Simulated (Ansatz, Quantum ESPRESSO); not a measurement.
# Screening and band shifts of Y2NF2 MXene, 1 layer, part 3 of 6

Aim: how Y2NF2 MXene, 1 layer screens a field along its normal, and what the field does to its bands.

Quantum ESPRESSO 7.5; plane-wave DFT, RPBE, GBRV ultrasoft pseudopotentials made under PBE; geometry and cross-check by Ansatz 0.2.0 with PAW datasets.

So far. Step 3 (Self-consistent run: no field): The run needed 13 iterations to bring the estimated error under 1e-09 Ry; the largest force on any atom, held or free, is 0.21 eV/Å. Step 4 (Potential by pp.x): The vacuum is flat to 0.1 meV/Å, so its level is well defined. Inside the slab the curve depends on the local part of the pseudopotentials; only the vacuum level has a meaning of its own.

## 5. Bands along a path: no field

The density is frozen and the levels are solved along a path.

The input, f0.bands.in:

```
&control
  prefix = 'f0.bands'
  outdir = './out'
  pseudo_dir = './pseudo'
  calculation = 'bands'
  tefield = .true.
  dipfield = .true.
/
&system
  ibrav = 0
  nat = 5
  ntyp = 3
  ecutwfc = 40
  ecutrho = 200
  input_dft = 'rpbe'
  occupations = 'smearing'
  smearing = 'fd'
  degauss = 0.004
  edir = 3
  emaxpos = 0.97
  eopreg = 0.04
  eamp = 0.0
  nbnd = 26
/
&electrons
  conv_thr = 1e-07
  mixing_beta = 0.4
  electron_maxstep = 120
  mixing_mode = 'local-TF'
/
ATOMIC_SPECIES
  F   18.9984  f_pbe_v1.4.uspp.F.UPF
  Y   88.9058  y_pbe_v1.4.uspp.F.UPF
  N   14.0070  n_pbe_v1.2.uspp.F.UPF
CELL_PARAMETERS angstrom
  3.46175244084203 0.00000000000000 0.00000000000000
  -1.73087622042101 2.99796555538198 0.00000000000000
  0.00000000000000 0.00000000000000 21.99530070670000
ATOMIC_POSITIONS crystal
  F   0.333333333333 0.666666666667 0.382595270704
  Y   0.666666666667 0.333333333333 0.439472193567
  N   -0.000000000000 0.000000000000 0.499999998864
  Y   0.333333333333 0.666666666667 0.560527802160
  F   0.666666666667 0.333333333333 0.617404734704
K_POINTS crystal_b
4
  0.0000000000 0.0000000000 0.0000000000 14
  0.5000000000 0.0000000000 0.0000000000 14
  0.3333333333 0.3333333333 0.0000000000 14
  0.0000000000 0.0000000000 0.0000000000 1
```

On the command line:

```console
cp -r out/f0.save out/f0.bands.save
cp out/f0.xml out/f0.bands.xml
OMP_NUM_THREADS=1 mpirun -n 4 pw.x -nk 4 -in f0.bands.in > f0.bands.out
```

The log of the run:

```text
[banner, memory and clock lines left out]
Program PWSCF v.7.5 starts

          URL

     Presently no symmetry can be used with electric field

     IMPORTANT: XC functional enforced from input :
     Exchange-correlation= RPBE
                           (   1   4  44   4   0   0   0)
     Any further DFT definition will be discarded
     Please, verify this is what you really want

     Atomic positions and unit cell read from directory:
     ./out/f0.bands.save/

     G-vector sticks info

     bravais-lattice index     =            0
     lattice parameter (alat)  =       6.5418  a.u.
     unit-cell volume          =    1540.4555 (a.u.)^3
     number of atoms/cell      =            5
     number of atomic types    =            3
     number of electrons       =        41.00
     number of Kohn-Sham states=           26
     kinetic-energy cutoff     =      40.0000  Ry
     charge density cutoff     =     200.0000  Ry
     Exchange-correlation= RPBE
                           (   1   4  44   4   0   0   0)

     celldm(1)=   6.541764  celldm(2)=   0.000000  celldm(3)=   0.000000
     celldm(4)=   0.000000  celldm(5)=   0.000000  celldm(6)=   0.000000

     crystal axes: (cart. coord. in units of alat)
               a(1) = (   1.000000   0.000000   0.000000 )
               a(2) = (  -0.500000   0.866025   0.000000 )
               a(3) = (   0.000000   0.000000   6.353805 )

     reciprocal axes: (cart. coord. in units 2 pi/alat)
               b(1) = (  1.000000  0.577350 -0.000000 )
               b(2) = (  0.000000  1.154701  0.000000 )
               b(3) = (  0.000000 -0.000000  0.157386 )

     PseudoPot. # 1 for F  read from file:
     ./pseudo/f_pbe_v1.4.uspp.F.UPF
     Pseudo is Ultrasoft, Zval =  7.0
     Generated by new atomic code, or converted to UPF format
     Using radial grid of  799 points,  4 beta functions with:
                l(1) =   0
                l(2) =   0
                l(3) =   1
                l(4) =   1
     Q(r) pseudized with  8 coefficients,  rinner =    0.950   0.950   0.950

     PseudoPot. # 2 for Y  read from file:
     ./pseudo/y_pbe_v1.4.uspp.F.UPF
     Pseudo is Ultrasoft + core correction, Zval = 11.0
     Generated by new atomic code, or converted to UPF format
     Using radial grid of  885 points,  6 beta functions with:
                l(1) =   0
                l(2) =   0
                l(3) =   1
                l(4) =   1
                l(5) =   2
                l(6) =   2
     Q(r) pseudized with  8 coefficients,  rinner =    1.200   1.200   1.200
                                                       1.200   1.200

     PseudoPot. # 3 for N  read from file:
     ./pseudo/n_pbe_v1.2.uspp.F.UPF
     Pseudo is Ultrasoft + core correction, Zval =  5.0
     Generated by new atomic code, or converted to UPF format
     Using radial grid of  729 points,  4 beta functions with:
                l(1) =   0
                l(2) =   0
                l(3) =   1
                l(4) =   1
     Q(r) pseudized with  8 coefficients,  rinner =    0.900   0.900   0.900

     atomic species   valence    mass     pseudopotential
     F                 7.00    18.99840     F ( 1.00)
     Y                11.00    88.90580     Y ( 1.00)
     N                 5.00    14.00700     N ( 1.00)

     No symmetry found

   Cartesian axes

     site n.     atom                  positions (alat units)
         1        F      tau(   1) = (  -0.0000000   0.5773503   2.4309358  )
         2        Y      tau(   2) = (   0.5000000   0.2886751   2.7923207  )
         3        N      tau(   3) = (   0.0000000   0.0000000   3.1769026  )
         4        Y      tau(   4) = (  -0.0000000   0.5773503   3.5614845  )
         5        F      tau(   5) = (   0.5000000   0.2886751   3.9228694  )

     number of k points=    43  Fermi-Dirac smearing, width (Ry)=  0.0040
                       cart. coord. in units 2pi/alat
        k(    1) = (   0.0000000   0.0000000   0.0000000), wk =   0.0465116
        k(    2) = (   0.0357143   0.0206197   0.0000000), wk =   0.0465116
        k(    3) = (   0.0714286   0.0412393   0.0000000), wk =   0.0465116
        k(    4) = (   0.1071429   0.0618590   0.0000000), wk =   0.0465116
        k(    5) = (   0.1428571   0.0824786   0.0000000), wk =   0.0465116
        k(    6) = (   0.1785714   0.1030983   0.0000000), wk =   0.0465116
        k(    7) = (   0.2142857   0.1237179   0.0000000), wk =   0.0465116
        k(    8) = (   0.2500000   0.1443376   0.0000000), wk =   0.0465116
        k(    9) = (   0.2857143   0.1649572   0.0000000), wk =   0.0465116
        k(   10) = (   0.3214286   0.1855769   0.0000000), wk =   0.0465116
        k(   11) = (   0.3571429   0.2061965   0.0000000), wk =   0.0465116
        k(   12) = (   0.3928571   0.2268162   0.0000000), wk =   0.0465116
        k(   13) = (   0.4285714   0.2474358   0.0000000), wk =   0.0465116
        k(   14) = (   0.4642857   0.2680555   0.0000000), wk =   0.0465116
        k(   15) = (   0.5000000   0.2886751   0.0000000), wk =   0.0465116
        k(   16) = (   0.4880952   0.3092948   0.0000000), wk =   0.0465116
        k(   17) = (   0.4761905   0.3299144   0.0000000), wk =   0.0465116
        k(   18) = (   0.4642857   0.3505341   0.0000000), wk =   0.0465116
        k(   19) = (   0.4523810   0.3711537   0.0000000), wk =   0.0465116
        k(   20) = (   0.4404762   0.3917734   0.0000000), wk =   0.0465116
        k(   21) = (   0.4285714   0.4123930   0.0000000), wk =   0.0465116
        k(   22) = (   0.4166667   0.4330127   0.0000000), wk =   0.0465116
        k(   23) = (   0.4047619   0.4536324   0.0000000), wk =   0.0465116
        k(   24) = (   0.3928571   0.4742520   0.0000000), wk =   0.0465116
        k(   25) = (   0.3809524   0.4948717   0.0000000), wk =   0.0465116
        k(   26) = (   0.3690476   0.5154913   0.0000000), wk =   0.0465116
        k(   27) = (   0.3571429   0.5361110   0.0000000), wk =   0.0465116
        k(   28) = (   0.3452381   0.5567306   0.0000000), wk =   0.0465116
        k(   29) = (   0.3333333   0.5773503   0.0000000), wk =   0.0465116
        k(   30) = (   0.3095238   0.5361110   0.0000000), wk =   0.0465116
        k(   31) = (   0.2857143   0.4948717   0.0000000), wk =   0.0465116
        k(   32) = (   0.2619048   0.4536324   0.0000000), wk =   0.0465116
        k(   33) = (   0.2380952   0.4123930   0.0000000), wk =   0.0465116
        k(   34) = (   0.2142857   0.3711537   0.0000000), wk =   0.0465116
        k(   35) = (   0.1904762   0.3299144   0.0000000), wk =   0.0465116
        k(   36) = (   0.1666667   0.2886751   0.0000000), wk =   0.0465116
[...]
-21.2032 -20.9613 -12.1623  -5.8696  -5.7153  -5.3628  -5.3613  -5.2051
    -5.1839  -2.6608  -2.0352  -1.9157   1.2197   4.3019   4.9937   5.0897
     6.1520   6.2052

          k = 0.4405 0.3918 0.0000 (  6556 PWs)   bands (ev):

   -41.2897 -41.2657 -24.2683 -24.2352 -21.6395 -21.6369 -21.3104 -21.2863
   -21.1737 -20.9452 -12.1619  -5.8414  -5.7172  -5.3781  -5.3544  -5.1998
    -5.1811  -2.6502  -2.0358  -1.9783   1.3641   4.3374   4.8044   5.0163
     6.0868   6.1644

          k = 0.4286 0.4124 0.0000 (  6552 PWs)   bands (ev):

   -41.2879 -41.2655 -24.2651 -24.2349 -21.6795 -21.6239 -21.3433 -21.2936
   -21.1425 -20.9319 -12.1615  -5.8101  -5.7170  -5.3958  -5.3483  -5.1940
    -5.1784  -2.6375  -2.0449  -2.0365   1.5326   4.3728   4.6152   4.9308
     5.9831   6.1642

          k = 0.4167 0.4330 0.0000 (  6540 PWs)   bands (ev):

   -41.2858 -41.2653 -24.2617 -24.2348 -21.7167 -21.6088 -21.3748 -21.3044
   -21.1122 -20.9220 -12.1610  -5.7776  -5.7141  -5.4130  -5.3455  -5.1880
    -5.1759  -2.6227  -2.1122  -2.0373   1.7224   4.3986   4.4298   4.8418
     5.8954   6.1528

          k = 0.4048 0.4536 0.0000 (  6540 PWs)   bands (ev):

   -41.2835 -41.2653 -24.2583 -24.2350 -21.7501 -21.5916 -21.4041 -21.3181
   -21.0836 -20.9158 -12.1604  -5.7461  -5.7086  -5.4283  -5.3470  -5.1819
    -5.1739  -2.6059  -2.1776  -2.0382   1.9309   4.2507   4.3943   4.7693
     5.8246   6.1310

          k = 0.3929 0.4743 0.0000 (  6540 PWs)   bands (ev):

   -41.2812 -41.2654 -24.2550 -24.2355 -21.7792 -21.5727 -21.4301 -21.3343
   -21.0570 -20.9134 -12.1598  -5.7177  -5.7008  -5.4401  -5.3530  -5.1762
    -5.1721  -2.5870  -2.2390  -2.0390   2.1558   4.0799   4.3349   4.7382
     5.7722   6.0996

          k = 0.3810 0.4949 0.0000 (  6548 PWs)   bands (ev):

   -41.2788 -41.2657 -24.2520 -24.2364 -21.8034 -21.5522 -21.4521 -21.3528
   -21.0325 -20.9149 -12.1592  -5.6948  -5.6912  -5.4467  -5.3637  -5.1712
    -5.1703  -2.5660  -2.2954  -2.0397   2.3944   3.9193   4.2235   4.7447
     5.7402   6.0596

          k = 0.3690 0.5155 0.0000 (  6562 PWs)   bands (ev):

   -41.2764 -41.2662 -24.2493 -24.2377 -21.8223 -21.5309 -21.4691 -21.3735
   -21.0102 -20.9200 -12.1587  -5.6810  -5.6784  -5.4474  -5.3780  -5.1686
    -5.1669  -2.5429  -2.3459  -2.0403   2.6429   3.7713   4.0827   4.7655
     5.7306   6.0120

          k = 0.3571 0.5361 0.0000 (  6556 PWs)   bands (ev):

   -41.2741 -41.2671 -24.2469 -24.2392 -21.8357 -21.5116 -21.4779 -21.3962
   -20.9898 -20.9285 -12.1582  -5.6714  -5.6689  -5.4425  -5.3945  -5.1666
    -5.1641  -2.5176  -2.3904  -2.0405   2.8940   3.6416   3.9282   4.7850
     5.7450   5.9582

          k = 0.3452 0.5567 0.0000 (  6566 PWs)   bands (ev):

   -41.2719 -41.2683 -24.2448 -24.2410 -21.8436 -21.5043 -21.4687 -21.4204
   -20.9714 -20.9402 -12.1578  -5.6648  -5.6641  -5.4338  -5.4106  -5.1647
    -5.1628  -2.4904  -2.4288  -2.0406   3.1220   3.5530   3.7679   4.7970
     5.7822   5.8997

          k = 0.3333 0.5774 0.0000 (  6552 PWs)   bands (ev):

   -41.2701 -41.2697 -24.2432 -24.2426 -21.8461 -21.5047 -21.4458 -21.4455
   -20.9549 -20.9546 -12.1577  -5.6637  -5.6614  -5.4238  -5.4232  -5.1634
    -5.1628  -2.4614  -2.4614  -2.0406   3.2230   3.6066   3.6066   4.8007
     5.8379   5.8380

          k = 0.3095 0.5361 0.0000 (  6564 PWs)   bands (ev):

   -41.2745 -41.2669 -24.2463 -24.2390 -21.8374 -21.4976 -21.4965 -21.3903
   -20.9904 -20.9264 -12.1585  -5.6729  -5.6651  -5.4316  -5.4050  -5.1685
    -5.1631  -2.5106  -2.3989  -2.0412   3.0875   3.2927   4.0781   4.7916
     5.7093   5.9760

          k = 0.2857 0.4949 0.0000 (  6569 PWs)   bands (ev):

   -41.2811 -41.2653 -24.2477 -24.2340 -21.8178 -21.5397 -21.4752 -21.3306
   -21.0314 -20.9041 -12.1615  -5.6974  -5.6661  -5.4178  -5.3945  -5.1785
    -5.1703  -2.5401  -2.3326  -2.0449   2.9247   3.0048   4.5690   4.7787
     5.5805   6.0868

          k = 0.2619 0.4536 0.0000 (  6587 PWs)   bands (ev):

   -41.2897 -41.2654 -24.2459 -24.2266 -21.8032 -21.5592 -21.4402 -21.2697
   -21.0721 -20.8873 -12.1679  -5.7154  -5.6664  -5.3947  -5.3916  -5.1912
    -5.1878  -2.5509  -2.2654  -2.0538   2.7555   2.7953   4.7754   4.9439
     5.4599   6.0867

          k = 0.2381 0.4124 0.0000 (  6583 PWs)   bands (ev):

   -41.3004 -41.2673 -24.2396 -24.2162 -21.8085 -21.5403 -21.3978 -21.2142
   -21.1025 -20.8757 -12.1782  -5.7138  -5.6670  -5.3929  -5.3710  -5.2170
    -5.2066  -2.5436  -2.2023  -2.0672   2.5545   2.7055   4.7846   5.0916
     5.3753   5.9142

          k = 0.2143 0.3712 0.0000 (  6573 PWs)   bands (ev):

   -41.3127 -41.2710 -24.2286 -24.2032 -21.8267 -21.4904 -21.3540 -21.1876
   -21.0949 -20.8694 -12.1926  -5.6895  -5.6668  -5.3965  -5.3503  -5.2562
    -5.2266  -2.5186  -2.1635  -2.0669   2.4091   2.6572   4.7981   4.9935
     5.3216   5.6017

          k = 0.1905 0.3299 0.0000 (  6585 PWs)   bands (ev):

   -41.3264 -41.2763 -24.2134 -24.1891 -21.8408 -21.4269 -21.3160 -21.1893
   -21.0451 -20.8686 -12.2109  -5.6620  -5.6473  -5.4042  -5.3340  -5.3000
    -5.2538  -2.4762  -2.1798  -2.0228   2.3243   2.6512   4.7832   4.7880
     5.2392   5.2623

          k = 0.1667 0.2887 0.0000 (  6595 PWs)   bands (ev):

   -41.3408 -41.2829 -24.1953 -24.1756 -21.8400 -21.3618 -21.2898 -21.1823
   -20.9872 -20.8739 -12.2318  -5.6476  -5.6002  -5.4207  -5.3414  -5.3186
    -5.2887  -2.4157  -2.2255  -1.9608   2.3029   2.6872   4.5383   4.6367
     5.0561   5.1494

          k = 0.1429 0.2474 0.0000 (  6599 PWs)   bands (ev):

   -41.3553 -41.2902 -24.1759 -24.1646 -21.8190 -21.3017 -21.2724 -21.1615
   -20.9326 -20.8862 -12.2542  -5.6204  -5.5671  -5.4520  -5.3639  -5.3275
    -5.3068  -2.3353  -2.2843  -1.8984   2.3447   2.7621   4.2667   4.3682
     4.8346   5.0000

          k = 0.1190 0.2062 0.0000 (  6603 PWs)   bands (ev):

   -41.3693 -41.2977 -24.1576 -24.1570 -21.7768 -21.2539 -21.2505 -21.1363
   -20.9069 -20.8858 -12.2763  -5.5811  -5.5574  -5.5020  -5.3675  -5.3625
    -5.2950  -2.3516  -2.2330  -1.8418   2.4457   2.8682   3.9831   4.1195
     4.4231   4.9638

          k = 0.0952 0.1650 0.0000 (  6621 PWs)   bands (ev):

   -41.3818 -41.3048 -24.1540 -24.1404 -21.7164 -21.2297 -21.2096 -21.1134
   -20.9367 -20.8494 -12.2968  -5.5762  -5.5569  -5.5229  -5.3901  -5.3649
    -5.2895  -2.4238  -2.1101  -1.7949   2.5983   2.9920   3.6990   3.9325
     4.0505   4.9156

          k = 0.0714 0.1237 0.0000 (  6643 PWs)   bands (ev):

   -41.3924 -41.3110 -24.1536 -24.1268 -21.6438 -21.2010 -21.1791 -21.0955
   -20.9754 -20.8240 -12.3143  -5.6433  -5.5486  -5.4727  -5.4099  -5.3640
    -5.3002  -2.4954  -1.9756  -1.7599   2.7891   3.1133   3.4357   3.7358
     3.8047   4.7682

          k = 0.0476 0.0825 0.0000 (  6657 PWs)   bands (ev):

   -41.4005 -41.3159 -24.1548 -24.1169 -21.5694 -21.1724 -21.1582 -21.0839
   -21.0195 -20.8090 -12.3276  -5.7035  -5.5249  -5.4413  -5.4074  -5.3652
    -5.3307  -2.5579  -1.8483  -1.7369   2.9974   3.1759   3.2538   3.4956
     3.7148   4.6161

          k = 0.0238 0.0412 0.0000 (  6669 PWs)   bands (ev):

   -41.4055 -41.3189 -24.1563 -24.1109 -21.5089 -21.1501 -21.1458 -21.0782
   -21.0594 -20.8018 -12.3360  -5.7443  -5.4861  -5.4448  -5.3789  -5.3782
    -5.3644  -2.6013  -1.7549  -1.7242   3.0521   3.1873   3.2872   3.3511
     3.6390   4.5241

          k = 0.0000 0.0000 0.0000 (  6671 PWs)   bands (ev):

   -41.4071 -41.3200 -24.1569 -24.1089 -21.4844 -21.1415 -21.1415 -21.0768
   -21.0768 -20.7998 -12.3388  -5.7587  -5.4475  -5.4475  -5.4194  -5.3660
    -5.3660  -2.6169  -1.7203  -1.7203   2.9994   3.2798   3.2798   3.3286
     3.5943   4.4934

     XML data file, pseudopotentials, collected wavefunctions

                                        0.00s GPU  (     923 calls)

Note: The following floating-point exceptions are signalling: IEEE_UNDERFLOW_FLAG IEEE_DENORMAL
Note: The following floating-point exceptions are signalling: IEEE_UNDERFLOW_FLAG IEEE_DENORMAL
Note: The following floating-point exceptions are signalling: IEEE_UNDERFLOW_FLAG IEEE_DENORMAL
Note: The following floating-point exceptions are signalling: IEEE_UNDERFLOW_FLAG IEEE_DENORMAL
[key lines of the parts left out:]
Dipole field         -0.0000 Ry au,
```

Elapsed: 58 s, on 4 MPI ranks of Intel Xeon Platinum 8259CL at 2.50GHz (Skylake/Cascade Lake), shared host; peak memory 0.38 GiB; 3.9 min of CPU time.

Band numbers count within the set of bands kept for display. The electronic bands at the labelled points (eV, zero at the Fermi level; # counts the bands kept):

```csv
point,#6,#7,#8,#9,#10,#11,#12,#13
Γ,-7.26,-4.51,-3.62,-3.62,1.10,1.38,1.38,1.43
halfway,-7.22,-4.31,-4.15,-3.68,-0.10,1.77,2.27,2.49
M,-7.09,-4.58,-3.93,-3.68,-0.95,2.33,3.33,3.64
halfway,-7.07,-4.52,-4.01,-3.93,-0.17,2.50,2.53,2.95
K,-7.06,-4.36,-4.36,-3.94,1.33,1.71,1.71,2.91
halfway,-7.18,-4.31,-4.12,-3.86,0.41,0.79,2.64,2.74
Γ,-7.26,-4.51,-3.62,-3.62,1.10,1.38,1.38,1.43
```

## 6. SCF with pw.x: field 0.1 V/Å

eamp is the field in Hartree atomic units (1 a.u. = 51.42 V/Å). With dipfield on, it is the field in the vacuum beside an isolated sheet. The run starts from the density of the one before.

The input, f1.in:

```
&control
  prefix = 'f1'
  outdir = './out'
  pseudo_dir = './pseudo'
  calculation = 'scf'
  tprnfor = .true.
  tefield = .true.
  dipfield = .true.
/
&system
  ibrav = 0
  nat = 5
  ntyp = 3
  ecutwfc = 40
  ecutrho = 200
  input_dft = 'rpbe'
  occupations = 'smearing'
  smearing = 'fd'
  degauss = 0.004
  edir = 3
  emaxpos = 0.97
  eopreg = 0.04
  eamp = 0.00194469
/
&electrons
  conv_thr = 1e-09
  mixing_beta = 0.4
  electron_maxstep = 120
  mixing_mode = 'plain'
  startingpot = 'file'
/
ATOMIC_SPECIES
  F   18.9984  f_pbe_v1.4.uspp.F.UPF
  Y   88.9058  y_pbe_v1.4.uspp.F.UPF
  N   14.0070  n_pbe_v1.2.uspp.F.UPF
CELL_PARAMETERS angstrom
  3.46175244084203 0.00000000000000 0.00000000000000
  -1.73087622042101 2.99796555538198 0.00000000000000
  0.00000000000000 0.00000000000000 21.99530070670000
ATOMIC_POSITIONS crystal
  F   0.333333333333 0.666666666667 0.382595270704
  Y   0.666666666667 0.333333333333 0.439472193567
  N   -0.000000000000 0.000000000000 0.499999998864
  Y   0.333333333333 0.666666666667 0.560527802160
  F   0.666666666667 0.333333333333 0.617404734704
K_POINTS automatic
  12 12 1 0 0 0
```

On the command line:

```console
cp -r out/f0.save out/f1.save
OMP_NUM_THREADS=1 mpirun -n 4 pw.x -nk 4 -in f1.in > f1.out
```

The log of the run:

```text
[banner, memory and clock lines left out]
Program PWSCF v.7.5 starts
[...]
number of electrons       =        41.00
     number of Kohn-Sham states=           25
     kinetic-energy cutoff     =      40.0000  Ry
     charge density cutoff     =     200.0000  Ry
[...]
number of k points=    74  Fermi-Dirac smearing, width (Ry)=  0.0040
[...]
Dense  grid:    73609 G-vectors     FFT dimensions: (  30,  30, 192)
[...]
The initial density is read from file :
[...]
negative rho (up, down):  5.262E-04 0.000E+00
[...]
Starting wfcs are   38 randomized atomic wfcs
[...]
negative rho (up, down):  5.256E-04 0.000E+00
[...]
estimated scf accuracy    <       0.00613366 Ry
[...]
negative rho (up, down):  5.256E-04 0.000E+00
[...]
estimated scf accuracy    <       0.04073293 Ry
[...]
negative rho (up, down):  5.255E-04 0.000E+00
[...]
estimated scf accuracy    <       0.00001311 Ry
[...]
negative rho (up, down):  5.257E-04 0.000E+00
[...]
estimated scf accuracy    <       0.00000370 Ry
[...]
negative rho (up, down):  5.258E-04 0.000E+00
[...]
estimated scf accuracy    <       0.00000071 Ry
[...]
negative rho (up, down):  5.260E-04 0.000E+00
[...]
estimated scf accuracy    <       0.00000003 Ry
[...]
negative rho (up, down):  5.261E-04 0.000E+00
[...]
estimated scf accuracy    <       0.00000001 Ry
[...]
negative rho (up, down):  5.261E-04 0.000E+00
[...]
estimated scf accuracy    <          7.7E-09 Ry
[...]
negative rho (up, down):  5.261E-04 0.000E+00
[...]
Computed dipole along edir(3) :
        Dipole                0.0567 Ry au,          0.1442 Debye
        Dipole field          0.0005 Ry au,
        E field amplitude [Ha a.u.]:  1.9447E-03
        Potential amp.        0.1183 Ry
        Total length         39.9025 bohr
[...]
the Fermi energy is     1.9120 ev
!    total energy              =    -303.93133630 Ry
     estimated scf accuracy    <          2.7E-10 Ry
     smearing contrib. (-TS)   =      -0.00076561 Ry
     internal energy E=F+TS    =    -303.93057069 Ry
[...]
one-electron contribution =   -2052.11303171 Ry
     hartree contribution      =    1033.37686797 Ry
     xc contribution           =     -79.49701036 Ry
     ewald contribution        =     794.30279776 Ry
     electric field correction =      -0.00019435 Ry
     convergence has been achieved in   9 iterations
     negative rho (up, down):  5.261E-04 0.000E+00
[...]
Total force =     0.012284     Total SCF correction =     0.000052
[...]
```

Run time: 91 s. Hardware: 4 MPI ranks; peak memory 0.65 GiB; 6 min of CPU time.

Read from the output:

* free energy: -4135.1965 eV
* energy at zero smearing: -4135.1913 eV
* Fermi energy: 1.912 eV
* dipole along the normal: 0.03002 e·Å

The dipole goes from -0.0000 to 0.0300 e Å, 0.3006 e Å per V/Å.

## 7. Electrostatic potential

The input, f1.pot.in:

```
&inputpp
  prefix = 'f1'
  outdir = './out'
  filplot = 'f1.pot.dat'
  plot_num = 11
/
```

On the command line:

```console
OMP_NUM_THREADS=1 mpirun -n 4 pp.x -in f1.pot.in > f1.pot.out
```

It took 1.8 s on 4 MPI ranks; peak memory 0.1 GiB.

Numbers from this step:

```
slope of the potential above                                          : 0.1000 eV/Å
upper vacuum line continued to the top atoms, over the Fermi level    : 3.013 eV
slope of the potential below                                          : 0.09999 eV/Å
lower vacuum line continued to the bottom atoms, over the Fermi level : 3.020 eV
```

The slope in the vacuum is 0.100 eV/Å for an applied 0.10 V/Å, as it should be.

[end of part 3 of 6]

[Logs are printed without paths, hosts, clocks, repeated set-up lines and the standing remarks that a program may print on its own settings, such as how far it seeks lower states.]

[Hosts, paths, dates, database ids (printed as entryN), source tags and the programs' standing remarks are cut or masked in the printed files.]

[Maps of the electrostatic potential energy from Ansatz leave out the sawtooth potential of an applied field or a dipole correction, so their vacuum need not be flat; planar profiles and work functions include it.]
